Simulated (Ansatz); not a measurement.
# PbC (model cell, started as NiAs type): from the cell to its phonons, part 2 of 2

Task: relax PbC (model cell, started as NiAs type), then find its harmonic phonons.

Ansatz 0.2.0; DFT PBEsol, scalar-relativistic, plane waves, PAW.

So far. Step 4 (Tight relaxation): The forces vanish by symmetry and the pressure is -0.003 GPa, within the tolerances set. The cell now holds 16.49 Å³/atom. Step 5 (Zone-centre response): Before it was imposed, the acoustic sum rule was missed by 2.2e-5 eV/Å². Small misses are needed for a sound result but don't prove that mesh and cutoff are converged. The lowest optical mode is real, 28.2 cm⁻¹. The relaxed cell has a = 3.493, c = 6.240 Å (conventional setting).

The structure was built from a prototype and need not be the compound's stable phase.

## 6. Response at finite wavevector

The mesh has a single point along some directions, so zone-edge points there are not solved. Linear response on a 3×3×1 q mesh gives force constants as far as a supercell of that size would.

The input, input.yaml:

```yaml
crystal:
  lattice:
    - [3.4934074506, 0.0, 0.0]
    - [-1.7467037253, 3.025379598, 0.0]
    - [0.0, 0.0, 6.2396144633]
  atoms:
    - { symbol: Pb, position: [0.0, 0.0, 0.0] }
    - { symbol: Pb, position: [0.0, 0.0, 0.5] }
    - { symbol: C, position: [0.3333333333, 0.6666666667, 0.25] }
    - { symbol: C, position: [0.6666666667, 0.3333333333, 0.75] }
kpoints:
  mp_grid: { grid: [12, 12, 6] }
hamiltonian:
  xc: pbesol
scf:
  occupations: { method: methfessel_paxton, width: 0.15 }
output:
  eigenvalues: true
phonons:
  method: dfpt
  qmesh: [3, 3, 1]
  temperatures: { t_max: 1000, t_step: 50 }
  qpath:
    path:
      - [[0.0, 0.0, 0.0], [0.5, 0.0, 0.0], [0.33333333, 0.33333333, 0.0], [0.0, 0.0, 0.0], [0.0, 0.0, 0.5], [0.5, 0.0, 0.5], [0.33333333, 0.33333333, 0.5], [0.0, 0.0, 0.5]]
      - [[0.5, 0.0, 0.5], [0.5, 0.0, 0.0]]
      - [[0.33333333, 0.33333333, 0.5], [0.33333333, 0.33333333, 0.0]]
    npoints: 10
```

On the command line:

```
> ansatz run input.yaml --threads 4 --pin off --max-ram 7168MiB --backend cpu --events-out ev --progress --plain --runs-dir out
```

Numbers of over 12 decimals in the logs are rounded to 6 here.

The program printed:

```text
[...]
Crystal: 4 atoms, lattice volume = 65.946 Å³
Basis set: ecut = 420 eV, 1287 PW (Γ), exchange–correlation on 48×48×96 points (8 copies of the dense FFT grid, shifted against one another)
Bands: 22, of which v1, the nominal top of the filled ones, is band 18 counted from 1 (17 counted from 0)
Symmetry: 24 space group operations
k-points: 76 of 864
[...]
SCF iter   1: F=—  HF=-23995.582484 eV  |F-HF|=—  |Δ(HF+E_count)|=         —  Δρ=1.22e-2  dr2=1.38e-1  ethr=1.77e-3  ⟨swp⟩=5.6  Hψ=8037  notcnv=0
[...]
SCF iter   9: F=-23995.543989 eV  HF=-23995.543989 eV  |F-HF|=7.28e-12  |Δ(HF+E_count)|=  2.91e-11  S|Δr|=    0.00e0  Δρ=6.29e-8  dr2=2.48e-12  ethr=1.00e-12  ⟨swp⟩=8.1  Hψ=9903  notcnv=0
SCF 1 converged in 9 iterations: F = -23995.543989 eV  dr2 = 2.48e-12
[...]
phonons: the bands overlap, so this run is a metal and interpolates without the dipole-dipole term. If the crystal is really an insulator or semiconductor, its LO-TO splitting is missing
NSCF: frozen V_eff on 76 k-points
[...]
DFPT response loops at q = (0, 0, 0) (fractional): preconditioner auto → Kerker (q_TF=auto, 2.466 Å⁻¹) (partly filled bands, converged f_vac=0.000); β = 1.00, the filter's whole step (`scf.mixing.beta` (0.50) is not read by the response loops under this deck's `scf.mixing.preconditioner`; to damp them name `kerker` or `kerker_dos`, under which they read `scf.mixing.beta`, and type it under 1.00, their step now; both keys bind the ground state too); Broyden in place of MSR1
[...]
SCF converged after 9 iterations
[...]
Free energy (F): -23995.543989 eV
[...]
Internal energy: -23995.543609 eV  (E = F + TS)
E sigma→0 (E₀):  -23995.543894 eV
Entropy (-TS):   -0.000381 eV (-0.095 meV/atom)
Fermi energy:    11.835327 eV
[...]
--- Band table (eV; the first three rows and the last of 76) ---
  k-point 0: bands = [... 14 lower, 10.7257, 11.5882, 11.5882, 12.5203, 12.5203, 14.4016, 16.3947, 18.2829]
  k-point 1: bands = [... 14 lower, 11.6390, 11.6529, 11.6529, 12.4612, 12.4612, 14.3685, 16.4097, 18.3365]
  k-point 2: bands = [... 14 lower, 11.8291, 11.8291, 12.2969, 12.2969, 12.7017, 14.1401, 16.6203, 18.2272]
  k-point 75: bands = [... 14 lower, 7.4386, 7.4386, 11.6462, 11.6462, 12.3675, 12.3675, 14.3626, 14.3626]
--- Phonons (Γ-DFPT): 4 representative perturbations + reference (Σ response iterations 13) ---
  ASR residual: 2.549e-5 → 0.000e0 eV/Å²; symmetrization residual: 1.862e-6 eV/Å²
  ASR residual per site (eV/Å²): 4.88e-6 4.88e-6 2.55e-5 2.55e-5
[...]
--- Phonons (arbitrary-q DFPT): 3 irreducible q on the 3×3×1 mesh ---
  q = [0.0000, 0.0000, 0.0000] (star 1, of the zone-centre solve; hermiticity 4.16e-7, symmetrization 4.38e-12): -0.00 0.00 0.00 28.24 28.24 148.52 161.23 252.24 252.24 257.77 258.02 258.02
  q = [0.0000, 0.3333, 0.0000] (star 6, 6 solved perturbations in 2340 linear systems a pass and spin channel, the states on 468 of 864 k-point pairs; hermiticity 5.16e-7, symmetrization 5.53e-9): 24.20 57.35 59.51 92.27 111.58 130.33 142.06 267.53 279.19 293.54 305.53 338.75
[...]
sum rule: each row above includes the acoustic sum rule's correction from the zone centre's row sums; it moved no ω² by more than (0.76 cm⁻¹)²
  mesh force constants: q→R imaginary residual 0.00e0; ASR residual 2.549e-5 → 0.000e0 eV/Å²; symmetrization residual 5.329e-15 eV/Å²
  interpolated dispersion: 93 rows × 12 modes
  density of states and harmonic sums: on the 21×21×10 q-mesh, interpolated from the force constants of a 3×3×1 supercell (no non-analytic term)
  largest difference from the sums on the solved wave vectors: F 1.49e-2 eV, S 4.35e-5 and C_V 2.87e-5 eV/K
  zero-point energy: 0.131528 eV/cell   skipped modes (ω ≤ 0): 3   left out of the sums: 5.67e-5 of the cell's modes: C_V's classical limit lies that fraction below 3 k_B per atom; for a crystal, a wire or a layer, F and S can be off by more, and a phonons.interpolated_qmesh denser along its periods is the remedy for the sampling
```

It took 2.5 min on 4 threads of Arm Neoverse V2, shared host; peak memory 1.8 GiB.

Numbers from this step:

- sum-rule residual before enforcement: 2.55e-5 eV/Å²
- lowest mode on the q mesh (acoustic modes at Γ apart): 19.62 cm⁻¹
- highest frequency at a solved wavevector (no LO-TO term at Γ): 342.4 cm⁻¹

Frequencies (cm⁻¹) solved at each irreducible wavevector; negative means imaginary. Frequencies by wavevector, by row:

| q in reciprocal lattice units | star | mode 1 | mode 2 | mode 3 | mode 4 | mode 10 | mode 11 | mode 12 |
| --- | --- | --- | --- | --- | --- | --- | --- | --- |
| 0 0 0 | 1 | 0 | 0 | 0 | 28.2 | 257.8 | 258 | 258 |
| 0 0.3333 0 | 6 | 24.2 | 57.4 | 59.5 | 92.3 | 293.5 | 305.5 | 338.8 |
| 0.3333 0.3333 0 | 2 | 19.6 | 90 | 90 | 102.5 | 324.2 | 342.4 | 342.4 |

Symmetry leaves 3 wavevectors to solve. The lowest mode among them, the acoustic zeros apart, lies at q = (0.333, 0.333, 0) and is real, 19.6 cm⁻¹.

## 7. Another isotope, element C, natural mass 12.011 amu

An isotope changes the mass and not the force constants, so no new electronic calculation is needed; the shifts show which modes move this element.

The same force constants with the mass of C changed from 12.011 to 13.003 u (phonopy, no LO-TO term). Both lists are sorted by frequency; levels can cross, so a row need not hold one and the same mode. Modes under 3 cm⁻¹ are left out. Isotope shifts, by row:

| q | rank | natural mass (cm⁻¹) | changed mass (cm⁻¹) |
| --- | --- | --- | --- |
| 0 0 0 | 4 | 28.24 | 28.24 |
| 0 0 0 | 5 | 28.24 | 28.24 |
| 0 0 0 | 6 | 148.5 | 148.5 |
| 0 0 0 | 7 | 161.2 | 155.3 |
| 0 0 0 | 8 | 252.2 | 243 |
| 0 0 0 | 9 | 252.2 | 243 |
| 0 0 0 | 10 | 257.8 | 247.7 |
| 0 0 0 | 11 | 258 | 248 |
| 0 0 0 | 12 | 258 | 248 |
| 0 0.3333 0 | 1 | 24.2 | 24.19 |
| 0 0.3333 0 | 2 | 57.35 | 57.3 |
| 0 0.3333 0 | 3 | 59.51 | 59.51 |
| 0 0.3333 0 | 4 | 92.27 | 92.21 |
| 0 0.3333 0 | 5 | 111.6 | 111.5 |
| 0 0.3333 0 | 6 | 130.3 | 125.4 |
| 0 0.3333 0 | 7 | 142.1 | 142 |
| 0 0.3333 0 | 8 | 267.5 | 257.1 |
| 0 0.3333 0 | 9 | 279.2 | 268.4 |
| 0 0.3333 0 | 10 | 293.5 | 282.4 |
| 0 0.3333 0 | 11 | 305.5 | 293.7 |
| 0 0.3333 0 | 12 | 338.7 | 325.7 |
| 0.3333 0.3333 0 | 1 | 19.62 | 19.62 |
| 0.3333 0.3333 0 | 2 | 90 | 89.96 |
| 0.3333 0.3333 0 | 3 | 90 | 89.96 |
| 0.3333 0.3333 0 | 4 | 102.5 | 102.5 |
| 0.3333 0.3333 0 | 5 | 102.5 | 102.5 |
| 0.3333 0.3333 0 | 6 | 136.9 | 136.8 |
| 0.3333 0.3333 0 | 7 | 199.1 | 191.4 |
| 0.3333 0.3333 0 | 8 | 199.1 | 191.4 |
| 0.3333 0.3333 0 | 9 | 278.1 | 267.2 |
| 0.3333 0.3333 0 | 10 | 324.2 | 311.8 |
| 0.3333 0.3333 0 | 11 | 342.4 | 329.1 |
| 0.3333 0.3333 0 | 12 | 342.4 | 329.1 |

A mode of this element alone would shift by -3.89 %. The highest zone-centre frequency without the field goes from 258.0 to 248.0 cm⁻¹ (-3.9 %). The product of the frequency ratios over all optical modes at Γ is 0.793; the product rule, (m/m′)^(3k/2) (M′/M)^(3/2) with k = 2 such atoms and M the mass of the cell, gives 0.793.

## 8. Another isotope, element Pb, natural mass 207.2 amu

The same for Pb, from 207.20 to 203.97 u.

The same force constants with the mass of Pb changed from 207.200 to 203.973 u (phonopy, no LO-TO term). Both lists are sorted by frequency; levels can cross, so a row need not hold one and the same mode. Modes under 3 cm⁻¹ are left out. Isotope shifts, by row:

| q | rank | natural mass (cm⁻¹) | changed mass (cm⁻¹) |
| --- | --- | --- | --- |
| 0 0 0 | 4 | 28.24 | 28.46 |
| 0 0 0 | 5 | 28.24 | 28.46 |
| 0 0 0 | 6 | 148.5 | 149.7 |
| 0 0 0 | 7 | 161.2 | 161.3 |
| 0 0 0 | 8 | 252.2 | 252.3 |
| 0 0 0 | 9 | 252.2 | 252.3 |
| 0 0 0 | 10 | 257.8 | 257.8 |
| 0 0 0 | 11 | 258 | 258 |
| 0 0 0 | 12 | 258 | 258 |
| 0 0.3333 0 | 1 | 24.2 | 24.38 |
| 0 0.3333 0 | 2 | 57.35 | 57.79 |
| 0 0.3333 0 | 3 | 59.51 | 59.98 |
| 0 0.3333 0 | 4 | 92.27 | 92.99 |
| 0 0.3333 0 | 5 | 111.6 | 112.5 |
| 0 0.3333 0 | 6 | 130.3 | 130.3 |
| 0 0.3333 0 | 7 | 142.1 | 143.2 |
| 0 0.3333 0 | 8 | 267.5 | 267.5 |
| 0 0.3333 0 | 9 | 279.2 | 279.2 |
| 0 0.3333 0 | 10 | 293.5 | 293.6 |
| 0 0.3333 0 | 11 | 305.5 | 305.5 |
| 0 0.3333 0 | 12 | 338.7 | 338.8 |
| 0.3333 0.3333 0 | 1 | 19.62 | 19.77 |
| 0.3333 0.3333 0 | 2 | 90 | 90.7 |
| 0.3333 0.3333 0 | 3 | 90 | 90.7 |
| 0.3333 0.3333 0 | 4 | 102.5 | 103.3 |
| 0.3333 0.3333 0 | 5 | 102.5 | 103.3 |
| 0.3333 0.3333 0 | 6 | 136.9 | 137.9 |
| 0.3333 0.3333 0 | 7 | 199.1 | 199.1 |
| 0.3333 0.3333 0 | 8 | 199.1 | 199.1 |
| 0.3333 0.3333 0 | 9 | 278.1 | 278.1 |
| 0.3333 0.3333 0 | 10 | 324.2 | 324.2 |
| 0.3333 0.3333 0 | 11 | 342.4 | 342.4 |
| 0.3333 0.3333 0 | 12 | 342.4 | 342.4 |

A mode of this element alone would shift by +0.79 %. The highest zone-centre frequency without the field goes from 258.0 to 258.0 cm⁻¹ (+0.0 %). The product of the frequency ratios over all optical modes at Γ is 1.025; the product rule, (m/m′)^(3k/2) (M′/M)^(3/2) with k = 2 such atoms and M the mass of the cell, gives 1.025.

## 9. Results

| Item | Value |
| --- | --- |
| space group after relaxation (within 0.01 Å) | P6_3/mmc |
| volume per atom | 16.5 Å³ |
| electronic character | no gap on this mesh |
| highest optical mode at the zone centre (no LO-TO term) | 258 cm⁻¹ |
| lowest optical zone-centre mode | 28.2 cm⁻¹ |
| lowest mode on the q mesh (acoustic modes at Γ apart) | 19.6 cm⁻¹ |
| imaginary modes on the 3×3×1 q mesh | none |

**Reading.** The structure is a minimum as far as tested: no mode is imaginary at the 3 irreducible wavevectors of the 3×3×1 mesh, and the softest away from the acoustic zeros lies at 20 cm⁻¹. The optical modes at Γ span 28 to 258 cm⁻¹. The highest mode in this list at Γ, 258.0 cm⁻¹, is mostly motion of C (100 % of the kinetic energy). The q mesh is too sparse to interpolate, so only the solved wavevectors are given. With no gap, or one that is small against the smearing, the frequencies hang on the k mesh and the smearing, most of all near Kohn anomalies. Spin-orbit coupling is left out, which can matter for the heavy elements here. The starting cell was built on a prototype and not taken from a measurement, so the phase need not exist. These are harmonic frequencies at zero temperature: anharmonic shifts, linewidths and thermal expansion are left out.

[Logs are printed without paths, hosts, clocks, repeated set-up lines and the standing remarks that a program may print on its own settings, such as how far it seeks lower states.]

[Hosts, paths, dates, database ids (printed as entryN), source tags and the programs' standing remarks are cut or masked in the printed files.]
